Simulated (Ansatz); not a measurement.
# GaN (F-43m):Na_i (void), thermodynamic levels from a 54-atom cell

Wanted: the transition levels of a interstitial in GaN (F-43m), from a cell of 54 host atoms with 1 Na put in.

Method: place-levels on r2SCAN runs: charge-transition levels and formation energies with image-charge correction and potential alignment at the atomic sites; PAW set soft_1, in Ansatz 0.2.0.

### Step 1. The starting structure

The cell holds 55 atoms: 27 Ga, 27 N and 1 Na. Cell: a = 9.542 Å, b = 9.542 Å, c = 9.542 Å, α = 60.0°, β = 60.0°, γ = 60.0°. It derives from GaN (space group F-43m). Nearest the centre at fractional (0.250, 0.250, 0.917): Na55 at 0.00 Å, Ga25 at 1.95 Å, Ga7 at 1.95 Å, Ga19 at 1.95 Å, Ga29 at 1.95 Å, N20 at 2.25 Å, N8 at 2.25 Å, N2 at 2.25 Å.

Structure file:

```xyz
55
Lattice="0.0000 6.7473 6.7473 6.7473 0.0000 6.7473 6.7473 6.7473 0.0000" Properties=species:S:1:pos:R:3 pbc="T T T"
Ga    0.0000    0.0000    0.0000
N     1.1245    1.1245    1.1245
Ga    2.2491    2.2491    0.0000
N     3.3736    3.3736    1.1245
Ga    4.4982    4.4982    0.0000
N     5.6227    5.6227    1.1245
Ga    2.2491    0.0000    2.2491
N     3.3736    1.1245    3.3736
Ga    4.4982    2.2491    2.2491
N     5.6227    3.3736    3.3736
Ga    6.7473    4.4982    2.2491
N     7.8718    5.6227    3.3736
Ga    4.4982    0.0000    4.4982
N     5.6227    1.1245    5.6227
Ga    6.7473    2.2491    4.4982
N     7.8718    3.3736    5.6227
Ga    8.9964    4.4982    4.4982
N    10.1209    5.6227    5.6227
Ga    0.0000    2.2491    2.2491
N     1.1245    3.3736    3.3736
Ga    2.2491    4.4982    2.2491
N     3.3736    5.6227    3.3736
Ga    4.4982    6.7473    2.2491
N     5.6227    7.8718    3.3736
Ga    2.2491    2.2491    4.4982
N     3.3736    3.3736    5.6227
Ga    4.4982    4.4982    4.4982
N     5.6227    5.6227    5.6227
Ga    6.7473    6.7473    4.4982
N     7.8718    7.8718    5.6227
Ga    4.4982    2.2491    6.7473
N     5.6227    3.3736    7.8718
Ga    6.7473    4.4982    6.7473
N     7.8718    5.6227    7.8718
Ga    8.9964    6.7473    6.7473
N    10.1209    7.8718    7.8718
Ga    0.0000    4.4982    4.4982
N     1.1245    5.6227    5.6227
Ga    2.2491    6.7473    4.4982
N     3.3736    7.8718    5.6227
Ga    4.4982    8.9964    4.4982
N     5.6227   10.1209    5.6227
Ga    2.2491    4.4982    6.7473
N     3.3736    5.6227    7.8718
Ga    4.4982    6.7473    6.7473
N     5.6227    7.8718    7.8718
Ga    6.7473    8.9964    6.7473
N     7.8718   10.1209    7.8718
Ga    4.4982    4.4982    8.9964
N     5.6227    5.6227   10.1209
Ga    6.7473    6.7473    8.9964
N     7.8718    7.8718   10.1209
Ga    8.9964    8.9964    8.9964
N    10.1209   10.1209   10.1209
Na    7.8718    7.8718    3.3736
```

The host's dielectric constants go in as inputs: 6.00 for the electrons alone, 10.56 with the ions, computed on the host (DFPT, PBEsol, on the r2SCAN cell), and a cell off the functional's own equilibrium shifts the ionic part.

The cell's shortest repeat is 9.5 Å.

### Step 2. The runs of each charge state

A transition level is the Fermi level at which two charge states cost the same, so each charge needs its own total energy, at its own relaxed structure.

Random displacements of about 0.05 Å break the site symmetry at the start, so that the relaxation can reach a distorted minimum if there is one. Forces are taken on a 2×2×2 shifted mesh. The cell holds 1 electron fewer than the neutral one, with a uniform background that keeps it neutral on the whole.

The sampling was tested on the host first: at the k-points planned (1x1x1 shifted 0.25 0.25 0.25) its energy lies 0.067 eV an atom from the dense-mesh value, so the final energies take a denser sampling.

One state's input; the others differ in charge, spin, start and seed, and in occupations where the table says so.

qp1.relax/input.yaml reads:

```yaml
crystal:
  lattice:
    - [0.0, 6.74729083, 6.74729083]
    - [6.74729083, 0.0, 6.74729083]
    - [6.74729083, 6.74729083, 0.0]
  atoms:
    - { symbol: Ga, position: [0.0, 0.0, 0.0] }
    - { symbol: "N", position: [0.08333333, 0.08333333, 0.08333333] }
    - { symbol: Ga, position: [0.0, 0.0, 0.33333333] }
    - { symbol: "N", position: [0.08333333, 0.08333333, 0.41666667] }
    - { symbol: Ga, position: [0.0, 0.0, 0.66666667] }
    - { symbol: "N", position: [0.08333333, 0.08333333, 0.75] }
    - { symbol: Ga, position: [0.0, 0.33333333, 0.0] }
    - { symbol: "N", position: [0.08333333, 0.41666667, 0.08333333] }
    - { symbol: Ga, position: [0.0, 0.33333333, 0.33333333] }
    - { symbol: "N", position: [0.08333333, 0.41666667, 0.41666667] }
    - { symbol: Ga, position: [0.0, 0.33333333, 0.66666667] }
    - { symbol: "N", position: [0.08333333, 0.41666667, 0.75] }
    - { symbol: Ga, position: [0.0, 0.66666667, 0.0] }
    - { symbol: "N", position: [0.08333333, 0.75, 0.08333333] }
    - { symbol: Ga, position: [0.0, 0.66666667, 0.33333333] }
    - { symbol: "N", position: [0.08333333, 0.75, 0.41666667] }
    - { symbol: Ga, position: [0.0, 0.66666667, 0.66666667] }
    - { symbol: "N", position: [0.08333333, 0.75, 0.75] }
    - { symbol: Ga, position: [0.33333333, 0.0, 0.0] }
    - { symbol: "N", position: [0.41666667, 0.08333333, 0.08333333] }
    - { symbol: Ga, position: [0.33333333, 0.0, 0.33333333] }
    - { symbol: "N", position: [0.41666667, 0.08333333, 0.41666667] }
    - { symbol: Ga, position: [0.33333333, 0.0, 0.66666667] }
    - { symbol: "N", position: [0.41666667, 0.08333333, 0.75] }
    - { symbol: Ga, position: [0.33333333, 0.33333333, 0.0] }
    - { symbol: "N", position: [0.41666667, 0.41666667, 0.08333333] }
    - { symbol: Ga, position: [0.33333333, 0.33333333, 0.33333333] }
    - { symbol: "N", position: [0.41666667, 0.41666667, 0.41666667] }
    - { symbol: Ga, position: [0.33333333, 0.33333333, 0.66666667] }
    - { symbol: "N", position: [0.41666667, 0.41666667, 0.75] }
    - { symbol: Ga, position: [0.33333333, 0.66666667, 0.0] }
    - { symbol: "N", position: [0.41666667, 0.75, 0.08333333] }
    - { symbol: Ga, position: [0.33333333, 0.66666667, 0.33333333] }
    - { symbol: "N", position: [0.41666667, 0.75, 0.41666667] }
    - { symbol: Ga, position: [0.33333333, 0.66666667, 0.66666667] }
    - { symbol: "N", position: [0.41666667, 0.75, 0.75] }
    - { symbol: Ga, position: [0.66666667, 0.0, 0.0] }
    - { symbol: "N", position: [0.75, 0.08333333, 0.08333333] }
    - { symbol: Ga, position: [0.66666667, 0.0, 0.33333333] }
    - { symbol: "N", position: [0.75, 0.08333333, 0.41666667] }
    - { symbol: Ga, position: [0.66666667, 0.0, 0.66666667] }
    - { symbol: "N", position: [0.75, 0.08333333, 0.75] }
    - { symbol: Ga, position: [0.66666667, 0.33333333, 0.0] }
    - { symbol: "N", position: [0.75, 0.41666667, 0.08333333] }
    - { symbol: Ga, position: [0.66666667, 0.33333333, 0.33333333] }
    - { symbol: "N", position: [0.75, 0.41666667, 0.41666667] }
    - { symbol: Ga, position: [0.66666667, 0.33333333, 0.66666667] }
    - { symbol: "N", position: [0.75, 0.41666667, 0.75] }
    - { symbol: Ga, position: [0.66666667, 0.66666667, 0.0] }
    - { symbol: "N", position: [0.75, 0.75, 0.08333333] }
    - { symbol: Ga, position: [0.66666667, 0.66666667, 0.33333333] }
    - { symbol: "N", position: [0.75, 0.75, 0.41666667] }
    - { symbol: Ga, position: [0.66666667, 0.66666667, 0.66666667] }
    - { symbol: "N", position: [0.75, 0.75, 0.75] }
    - { symbol: Na, position: [0.25, 0.25, 0.916667] }
  host:
    repeats: [3, 3, 3]
    atoms:
      - { symbol: Ga, position: [0.0, 0.0, 0.0] }
      - { symbol: "N", position: [0.25, 0.25, 0.25] }
total_charge: 1
basis:
  ecutwfc: 500
  xc_grid: 2
hamiltonian:
  xc: r2scan
  pseudopotentials: { kind: paw, azcp: { folder: soft_1 } }
kpoints:
  mp_grid: { grid: [2, 2, 2], shift: [0.5, 0.5, 0.5] }
scf:
  occupations: { method: fixed }
  max_iter: 80
output:
  forces: true
  charged_corrections:
    epsilon: 6.0
    static_epsilon: 10.56
    defect_position: [0.25, 0.25, 0.916667]
relax:
  f_tol: 0.02
  max_steps: 80
  random_displacement: { amplitude: 0.05, seed: 3492 }
checkpoint:
  write: "../qp1.relax.run"
  compress: false
  write_wavefunctions: true
  write_every: 100000
```

Launch:

```console
$ ansatz run input.yaml --threads 4 --pin off --max-ram 7536MiB --backend cpu --events-out ev --progress --plain --runs-dir out
```

The run of this state that the levels use, under r2SCAN:

qp1.point/input.yaml reads:

```yaml
crystal:
  checkpoint: "../qp1.relax.run"
  host: checkpoint
total_charge: 1
basis:
  ecutwfc: 500
  xc_grid: 2
hamiltonian:
  xc: r2scan
  pseudopotentials: { kind: paw, azcp: { folder: soft_1 } }
kpoints:
  mp_grid: { grid: [2, 2, 2], shift: [0.5, 0.5, 0.5] }
scf:
  occupations: { method: fixed }
  max_iter: 80
output:
  forces: true
  eigenvalues: true
  charged_corrections:
    epsilon: 6.0
    static_epsilon: 10.56
    defect_position: [0.25, 0.25, 0.916667]
  eigenstates: { localisation: true }
  populations: true
  band_densities: [{ bands: [v1, v1] }, { bands: [c1, c1] }]
  write_density: true
  write_potential: true
  volumetric_format: npy
  elf: true
checkpoint:
  read: "../qp1.relax.run"
  write: "../qp1.point.run"
  compress: false
  write_wavefunctions: false
  write_every: 100000
```

Relaxations under r2SCAN at a 2×2×2 shifted mesh; times on 4 threads of Arm Neoverse V1, shared host:

```tsv
charge	moment (μB)	occupations	outcome	steps	largest displacement against the far atoms (Å)	time
0	1	fixed	converged	4	0.23	11 min
+1	0	fixed	converged	5	0.22	5.3 min
```

Single points under r2SCAN at a 2×2×2 shifted mesh; times on 4 threads of Arm Neoverse V1, shared host:

```tsv
charge	moment (μB)	occupations	outcome	time
0	1	fixed	converged	2.3 min
+1	0	fixed	converged	63 s
```

Distances (Å) from Na55 to the nearest atoms after relaxation with r2SCAN:

```tsv
charge	moment (μB)	1.	2.	3.	4.	5.	6.
0	1	Ga 2.18	Ga 2.18	Ga 2.18	Ga 2.18	N 2.24	N 2.25
+1	0	Ga 2.17	Ga 2.17	Ga 2.17	Ga 2.17	N 2.25	N 2.25
```

### Step 3. Levels against the band edges, r2SCAN

A charged cell interacts with its images and the background, and its potential has another zero than the host's. place-levels removes the first by a point-charge model, screened by the static dielectric constant since the ions have relaxed around the charge, and the second by comparing potentials at atoms far from the defect.

The host is a run of the defect-free crystal in the same cutoffs, grids and k-points, so that basis and sampling errors cancel in part in the differences. The host is run in a cell of 2 atoms on a matching mesh. Its band edges are searched through the zone by a band path, so the gap is smaller than, or equal to, that on the mesh. Chemical potentials are energies per atom of Na (bcc), run with the same functional and cutoff.

levels.point.yaml reads:

```yaml
host:
  run: host.point.run
states: [q0_M1.point.run, qp1.point.run]
geometry_from:
  q0_M1.point.run: q0_M1.relax.run
  qp1.point.run: qp1.relax.run
  host.point.run: host.relax.run
chemical_potentials:
  Na:
    energy: -1488.616329
    dataset: <sha256 of the dataset>
epsilon: 6.0
static_epsilon: 10.56
vertical:
  - { from: qp1.point.run, to: qp1.point_neutral.run }
```

Launch:

```console
$ ansatz place-levels levels.point.yaml -- --threads 4 --pin off --max-ram 7536MiB
```

Numbers of over 12 decimals in the logs are rounded to 6 here.

The program printed:

```text
[... repeated set-up lines and file paths are left out, and long positions are rounded to six places ...]
(+1/0) 2.197 eV above the valence edge (+3.304 eV without the band-filling correction), in the conduction band
formation energy of charge +1: +3.297 eV with the Fermi level at the valence edge
formation energy of charge 0: +5.493 eV with the Fermi level at the valence edge
vertical +1 to 0: no energy, since no alignment is typed
  the change from vertical[0].from (qp1.point.run) to vertical[0].to (qp1.point_neutral.run): by its potential at epsilon 6 it stands at 0.357 0.358 0.023, with an rms radius of about 4.8 Å (2.8 2.8 2.8 Å across the planes of the cell's vectors); [...]
  edges by r2scan, gap 2.168 eV; the host is sampled to repeats of 19.08 Å
  the defect's cells are sampled to repeats of 19.08 Å, like sampling
  charge +1: -114256.9277 eV with its correction of +0.417 eV, at epsilon 10.56, aligned at sites: +0.1853 eV, mean over 24 atomic sites at or beyond 4.77 Å from the defect at [0.2500, 0.2500, 0.9167], with +0.000000 for the charge's moments and without [...]
  charge 0: +0.000 eV for its dipole among its images, +0.000 omitted
  of states[1] (qp1.point.run): it parts from the run at its places by a charge that spreads by about 2.8 Å along one vector (1.3 Å or more is wide), by its potential at epsilon 6, taken for that of held ions (one typed too small widens it), where the cell [...]
  of states[0] (q0_M1.point.run): a band-filling correction moves a carrier to the host's band edge, which changes its energy by -1.107 eV; [...]
  of vertical[0].from (qp1.point.run): it parts from the run at its places by a charge that spreads by about 2.8 Å along one vector (1.3 Å or more is wide), by its potential at epsilon 6, taken for that of held ions (one typed too small widens it), where the [...]
  of vertical[0].to (qp1.point_neutral.run): stability_check_not_made
```

Elapsed: 0.22 s, on 4 threads of Arm Neoverse V1, shared host.

Levels between the charges placed, in eV above the valence top:

```tsv
	gap (eV)	(+1/0)
r2SCAN	2.17	2.20
```

Corrections by state:

```tsv
charge	moment (μB)	image terms and alignment (eV)	band filling (eV)	ε used	over the lowest of its charge, as the program ranks them, band filling apart (eV)
+1	0.0	0.417	-	10.56	0.000
0	1.0	0.000	-1.107	-	0.000
```

The charged structures listed were also run neutral, and place-levels reads from each pair, by the potential or the spins, how wide the charge is by which they differ; that can be the carrier of either run.

```tsv
charge	rms radius (Å)	spread where it is widest against the cell (Å)	wide from (Å)	reading
+1	4.8	2.78	1.35	wide
```

The neutral runs of these pairs need not share the spin of the lowest neutral state, and very wide values only mean spread over the cell.

From the program's caveats on the states, each cut to its opening words:

- charge +1: it parts from the run at its places by a charge that spreads by about 2.8 Å along one vector (1.3 Å or more is wide), by its potential at epsilon 6, taken for [...]
- charge +1: its alignment with the host at atomic sites is doubtful: the mean over the far sites moves by -0.1532 eV from their farther parts to their nearer, more than [...]
- charge 0 (1 μB): a band-filling correction moves a carrier to the host's band edge, which changes its energy by -1.107 eV
- charge 0 (1 μB): its alignment with the host at atomic sites is doubtful: the mean over the far sites moves by -0.1559 eV from their farther parts to their nearer, more than [...]
- charge 0 (1 μB): flagged: stability check not made

The host's formation energy from the elements is -0.646 eV per atom; it sets how far the chemical potentials can move.

Formation energies (eV), Ga-rich (Δμ(Ga) = 0.00 eV, Δμ(N) = -1.29 eV, Δμ(Na) = 0.00 eV):

```tsv
charge	Fermi level at the valence top	at the conduction bottom
+1	3.30	5.47
0	5.49	5.49
```

Formation energies (eV), N-rich (Δμ(N) = 0.00 eV, Δμ(Ga) = -1.29 eV, Δμ(Na) = 0.00 eV):

```tsv
charge	Fermi level at the valence top	at the conduction bottom
+1	3.30	5.47
0	5.49	5.49
```

### Step 4. Outcome

```
gap of the host                                                          : 2.17 eV (r2SCAN)
level (plus 1/0)                                                         : 2.20 eV above the valence top, past the conduction bottom (3.30 eV above the valence top without the band-filling term)
lowest of the charges placed, just above the valence top (0.02 eV)       : +1
lowest of the charges placed, just below the conduction bottom (0.02 eV) : +1
lowest formation energy at mid-gap of the charges run, Ga-rich           : 4.38 eV
lowest formation energy at mid-gap of the charges run, N-rich            : 4.38 eV
```

Of the charges placed (0 and +1), +1 is the lowest from 0.02 eV above the valence top to 0.02 eV below the conduction bottom, a gap of 2.17 eV. Charges above +1 and below 0 were not placed, so these runs say nothing of levels that involve them. States placed: +1 at 0 μB; 0 at 1 μB. Other spin states or structures, where not listed, weren't placed. The program finds carriers beyond a band edge of the host and adds a band-filling term at charge 0 (-1.11 eV); steps to such a charge show no bound level, and a defect level inside a band would be read the same way. Na is taken at its element; compounds, which aren't counted here, bound the chemical potentials and would shift these formation energies. The program doubts the alignment of potentials for at least one state, a sign that the cell is small. Keep in mind: r2SCAN makes the gap too small and tends to spread out bound carriers; where a gas molecule sets a chemical potential or the host's formation energy, its binding is uncorrected.

[Logs are printed without paths, hosts, clocks, repeated set-up lines and the standing remarks that a program may print on its own settings, such as how far it seeks lower states.]

[Hosts, paths, dates, database ids (printed as entryN), source tags and the programs' standing remarks are cut or masked in the printed files.]

[Where a table of states has a column of steps, it counts the stored structures, which are thinned; the runs took as many ionic steps or more.]

[A defect's name tells the site on which it was built; relaxed atoms can leave that site.]

[For some hosts the program warned that the k-mesh of the response run may be too coarse for force constants and the static dielectric constant; such warnings are not shown here.]
